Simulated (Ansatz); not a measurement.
## How Al(111) screens a field: atoms held, field 0

Ansatz 0.2.0; plane-wave DFT, r2SCAN, Ansatz PAW.

A sawtooth potential applies the field, turning back in the middle of the vacuum. With the dipole correction the typed value is the field outside the slab. The induced dipole is small, so the SCF threshold is tight.

File input.yaml:

```yaml
crystal:
  lattice:
    - [2.8637824638, 0.0, 0.0]
    - [1.4318912319, 2.4801083646, 0.0]
    - [0.0, 0.0, 27.3530743609]
  atoms:
    - { symbol: Al, position: [0.6666666667, 0.6666666667, 0.329030656] }
    - { symbol: Al, position: [0.0, 0.0, 0.414515328] }
    - { symbol: Al, position: [0.3333333333, 0.3333333333, 0.5] }
    - { symbol: Al, position: [0.6666666667, 0.6666666667, 0.585484672] }
    - { symbol: Al, position: [0.0, 0.0, 0.670969344] }
kpoints:
  mp_grid: { grid: [24, 24, 1] }
hamiltonian:
  xc: r2scan
scf:
  occupations: { method: fermi_dirac, width: 0.1 }
  convergence: { dr2_threshold: 1.0e-10 }
efield:
  axis: 3
  dipole_correction: true
  ramp_position: 0.97
  ramp_width: 0.06
  amplitude: 0
output:
  forces: true
  write_potential: true
  write_density: true
  volumetric_format: npy
```

The run is started by

```console
$ ansatz run input.yaml --threads 2 --pin off --max-ram 3072MiB --backend cpu --events-out ev --progress --plain --runs-dir out
```

Q: Predict the work function upper face and electron's electrostatic potential energy less the Fermi level against z.

In the vacuum the potential turns flat, and its height over the Fermi level, 4.16 eV, is the work function of the face beside that plateau.

This step gave:

```yaml
work_function_upper_face: 4.164 eV
dipole_along_the_normal: 2.41e-7 e·Å
```

Running mean over 2.338 Å of the planar mean; the ramp of the sawtooth is left out. Electron's electrostatic potential energy less the Fermi level against z:

| z (Å) | electron's electrostatic potential energy less the Fermi level (eV) |
| --- | --- |
| 3.5 | 4.16 |
| 4.0 | 4.16 |
| 4.5 | 4.16 |
| 5.0 | 4.16 |
| 5.5 | 4.14 |
| 6.0 | 4.07 |
| 6.5 | 3.83 |
| 7.0 | 3.04 |
| 7.5 | 1.08 |
| 8.0 | -1.32 |
| 8.5 | -3.47 |
| 9.0 | -4.41 |
| 9.5 | -4.56 |
| 10.0 | -4.59 |
| 10.5 | -4.61 |
| 11.0 | -4.62 |
| 11.5 | -4.61 |
| 12.0 | -4.62 |
| 12.5 | -4.62 |
| 13.0 | -4.61 |
| 13.5 | -4.61 |
| 14.0 | -4.61 |
| 14.5 | -4.61 |
| 15.0 | -4.62 |
| 15.5 | -4.62 |
| 16.0 | -4.61 |
| 16.5 | -4.62 |
| 17.0 | -4.61 |
| 17.5 | -4.58 |
| 18.0 | -4.55 |
| 18.5 | -4.26 |
| 19.0 | -2.92 |
| 19.5 | -0.616 |
| 20.0 | 1.76 |
| 20.5 | 3.38 |
| 21.0 | 3.93 |
| 21.5 | 4.10 |
| 22.0 | 4.15 |
| 22.5 | 4.16 |
| 23.0 | 4.16 |
| 23.5 | 4.16 |
| 24.0 | 4.16 |

Force by atom:

| atom | x (eV/Å) | y (eV/Å) | z (eV/Å) | size |
| --- | --- | --- | --- | --- |
| Al1 | 0.0000 | 0.0000 | 0.0504 | 0.0504 |
| Al2 | 0.0000 | 0.0000 | 0.0684 | 0.0684 |
| Al3 | 0.0000 | 0.0000 | 0.0000 | 0.0000 |
| Al4 | 0.0000 | 0.0000 | -0.0684 | 0.0684 |
| Al5 | 0.0000 | 0.0000 | -0.0504 | 0.0504 |

[Logs are printed without paths, hosts, clocks, repeated set-up lines and the standing remarks that a program may print on its own settings, such as how far it seeks lower states.]

[Hosts, paths, dates, database ids (printed as entryN), source tags and the programs' standing remarks are cut or masked in the printed files.]

[Maps of the electrostatic potential energy from Ansatz leave out the sawtooth potential of an applied field or a dipole correction, so their vacuum need not be flat; planar profiles and work functions include it.]
